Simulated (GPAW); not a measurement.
# MnO2 (P-3m1): the O K absorption edge, part 3 of 3

Aim: the near-edge shape at the O K edge of MnO2 (P-3m1), and what the core hole does to it.

GPAW 26.7.0; X-ray absorption from dipole matrix elements to empty bands, plane-wave PAW LDA+U.

So far. Step 5 (Spectrum with FCH, O atom 2): Main maxima below 24 eV (height): 0.5 eV (2.26), 3.1 eV (1.48) and 13.3 eV (2.03).  Step 5 (Spectrum with FCH, O atom 2): The hole costs E(hole) − E(ground) = 520.14 eV, and the lowest empty level of the hole cell on the spectrum's mesh lies at 4.53 eV, which puts the zero at 524.67 eV.

## 6. Excitation energy, O atom 2

Level of this step: plane-wave PAW DFT, LDA+U, self-consistent field (GPAW).

With the excited electron kept in the cell the system stays neutral, and the energy difference is an excitation energy by itself. In a small cell that electron takes up a good share of the lowest empty band, or all of one, which shifts the value from the true onset.

Changed against the first core-hole run: core hole to XCH, with the smearing that suits a partly filled band.

scf.py

```python
import numpy as np
from ase import Atoms
from ase.parallel import parprint, paropen
from gpaw import GPAW, PW, FermiDirac, Mixer, MixerDif, setup_paths
from gpaw.test import gen
setup_paths.insert(0, '.')
gen('O', name='fch1s', xcname='LDA', corehole=(1, 0, 1), write_xml=True)
from gpaw.mpi import world
world.barrier()

atoms = Atoms('Mn4O8',
    cell=[[-1.42828909, -2.47386927, -4.60137406],
     [1.42828909, 2.47386927, -4.60137406],
     [5.71315636, 0, 0]],
    scaled_positions=[[0.75, 0.75, 0],
     [0.25, 0.25, 0],
     [0.75, 0.75, 0.5],
     [0.25, 0.25, 0.5],
     [0.31352038, 0.98018705, 0.83333333],
     [0.81352038, 0.48018705, 0.83333333],
     [0.31352038, 0.98018705, 0.33333333],
     [0.81352038, 0.48018705, 0.33333333],
     [0.68647962, 0.01981295, 0.16666667],
     [0.18647962, 0.51981295, 0.16666667],
     [0.68647962, 0.01981295, 0.66666667],
     [0.18647962, 0.51981295, 0.66666667]],
    magmoms=[4.0, 4.0, 4.0, 4.0, 0.0, 0.0, 0.0, 0.0, 0.0, 0.0, 0.0, 0.0],
    pbc=True)
atoms.calc = calc = GPAW(legacy_gpaw=True, mode=PW(500, force_complex_dtype=True), xc='LDA', setups={'Mn': ':d,3.9', 4: 'fch1s'},
    kpts={'size': (3, 3, 3), 'gamma': True}, occupations=FermiDirac(0.04),
    charge=-1, mixer=MixerDif(0.05, 8, 50), maxiter=150,
    convergence={'density': 0.0001, 'eigenstates': 1e-6}, txt='scf.txt')
energy = atoms.get_potential_energy() + calc.get_reference_energy()
ef = calc.get_fermi_level()
out = dict(energy=energy, fermi=ef, forces=atoms.get_forces().tolist(), magmoms=atoms.get_magnetic_moments().tolist())
parprint(f'all-electron energy {energy:.4f} eV, Fermi level {ef:.4f} eV')
ev = np.array([[calc.get_eigenvalues(k, s) for k in range(len(calc.get_ibz_k_points()))] for s in range(calc.get_number_of_spins())])
out['homo'], out['lumo'], out['counts'] = ev[ev < ef].max(), ev[ev > ef].min(), sorted(set((ev < ef).sum((0, 2)).tolist()))
out['filled'] = (ev[:, 0] < ef).sum(1).tolist()
import json
with paropen('out.json', 'w') as f:
    json.dump(out, f)
```

The run is started by

```console
$ OMP_NUM_THREADS=1 mpirun -n 4 gpaw python scf.py
```

Numbers of over 12 decimals in the logs are rounded to 6 here.

Output:

```text
Input parameters:
  charge: -1
  convergence: {density: 0.0001,
                eigenstates: 1e-06}
  kpts: {gamma: True,
         size: (3, 3, 3)}
  maxiter: 150
  mixer: {backend: pulay,
          beta: 0.05,
          method: difference,
          nmaxold: 8,
          weight: 50}
  mode: {ecut: 500.0,
         force_complex_dtype: True,
         name: pw}
  occupations: {fixmagmom: False,
                name: fermi-dirac,
                width: 0.04}
  setups: {4: fch1s,
           Mn: :d,3.9}

Initialize ...

[... PAW data sets ...]

Reference energy: -141494.485717  # eV
[...]
iter: 148  -123.349955   -4.43  -2.67    +13.0000
iter: 149  -123.389700c  -4.38  -2.68    +13.0000
iter: 150  -123.378292c  -5.08  -2.59    +13.0000

Did not converge!

Here are some tips:

1) Make sure the geometry and spin-state is physically sound.
2) Use less aggressive density mixing.
3) Solve the eigenvalue problem more accurately at each scf-step.
4) Use a smoother distribution function for the occupation numbers.
5) Try adding more empty states.
6) Use enough k-points.
7) Don't let your structure optimization algorithm take too large steps.
8) Solve the Poisson equation more accurately.
9) Better initial guess for the wave functions.

See details here:

Errorcode: 42
```

The job ended after 6.1 min (4 MPI ranks of Intel Xeon Platinum 8488C (Sapphire Rapids), shared host; peak memory 0.28 GiB).

The run stopped without converging, so none of its numbers is a property of the system.

The iterations didn't settle within their limit, so this step gives no result.

## 7. With and without the hole

Both curves are counted from their own zero, so only the shift of weight within the empty states shows.

```
E (eV)  no hole   FCH
  -2.0     0.00  0.00
  -1.0     0.00  0.01
   0.0     0.77  1.42
   1.0     3.23  1.62
   2.0     1.10  1.07
   3.0     1.71  1.45
   4.0     0.65  0.22
   5.0     0.00  0.00
   6.0     0.02  0.01
   7.0     0.11  0.09
   8.0     0.34  0.33
   9.0     0.63  0.79
  10.0     0.83  1.33
  11.0     0.97  1.61
  12.0     1.22  1.84
  13.0     1.56  2.01
  14.0     1.84  1.95
  15.0     1.67  1.55
  16.0     1.21  1.05
  17.0     0.84  0.74
  18.0     0.60  0.57
  19.0     0.53  0.52
  20.0     0.53  0.53
  21.0     0.53  0.54
  22.0     0.51  0.54
  23.0     0.48  0.55
  24.0     0.47  0.56
  25.0     0.48  0.57
  26.0     0.47  0.56
  27.0     0.45  0.55
  28.0     0.43  0.54
  29.0     0.44  0.57
  30.0     0.48  0.64
  31.0     0.52  0.74
  32.0     0.59  0.86
```

With each curve scaled to its own mean, the area from −2 to 6 eV with the hole is 5.8 against 7.5, and the centre of weight from −1 to 20 eV moves by +0.7 eV (first and strongest maxima below 20 eV: 0.9 eV (3.27), 3.3 eV (2.11) and 14.2 eV (1.84) without the hole, 0.5 eV (2.26), 3.1 eV (1.48) and 13.3 eV (2.03) with it): the weight at the onset falls, probably as the absorber's own filled states drop away from the neighbours' empty ones and mix less with them.

## 8. Results

```json
{
  "absorber and edge": "O K, atom 2 of the ground-state input (counted from 1)",
  "surroundings": "3 Mn at 1.90 Å (pyramidal, site symmetry 3m)",
  "highest intensity below 16 eV": "0.5 eV above the zero, height 2.26",
  "photon energy of the zero (spin-polarised hole, raw)": "524.7 eV (LDA puts this hole about 4 eV below PBE, itself good to a few eV)"
}
```

What this shows: The O K edge of atom 2, with 3 Mn at 1.90 Å (pyramidal, site symmetry 3m), has its highest intensity of the first 16 eV at 0.5 eV above the zero, near 525 eV in photon energy (LDA puts this hole about 4 eV below PBE, itself good to a few eV), 2.3 times the mean level of the first 20 eV (Gaussian full width 0.9 eV up to 4 eV, rising linearly to 3.5 eV at 25 eV). With each curve scaled to its own mean, the area from −2 to 6 eV with the hole is 5.8 against 7.5, and the centre of weight from −1 to 20 eV moves by +0.7 eV (first and strongest maxima below 20 eV: 0.9 eV (3.27), 3.3 eV (2.11) and 14.2 eV (1.84) without the hole, 0.5 eV (2.26), 3.1 eV (1.48) and 13.3 eV (2.03) with it): the weight at the onset falls, probably as the absorber's own filled states drop away from the neighbours' empty ones and mix less with them. At the O K edge of atom 2 polarisation matters most near 0.8 eV, where the curves differ by 1.5 on this scale. The hole lies in one spin channel, while the script sums the empty states of both and takes the lower zero; where the two channels are split, this blurs and shifts the curve. The spins start ferromagnetically in a simple order, which needn't be the measured one; gap and edge can depend on it. The holes are only 5.4 Å apart, so the shape is probably not converged with cell size; no larger cell was run here. The mesh is coarse (0.36 Å⁻¹ between points), so small maxima may be mesh ripples. The structure is a computed Materials Project entry and may be a hypothetical form.

[Banner, clock and machine lines of the logs are left out without a mark of their own.]

[Logs are printed without paths, hosts, clocks, repeated set-up lines and the standing remarks that a program may print on its own settings, such as how far it seeks lower states.]

[Hosts, paths, dates, database ids (printed as entryN), source tags and the programs' standing remarks are cut or masked in the printed files.]

[Lists of maxima count a maximum above −3 eV only where it reaches 4 % of the highest in the window and stands out from its surroundings by 2 % of it (1.5 % where it reaches 55 %); shoulders and weaker maxima are passed over, and of the rest the first, up to two pre-edge ones and the few strongest are named.]
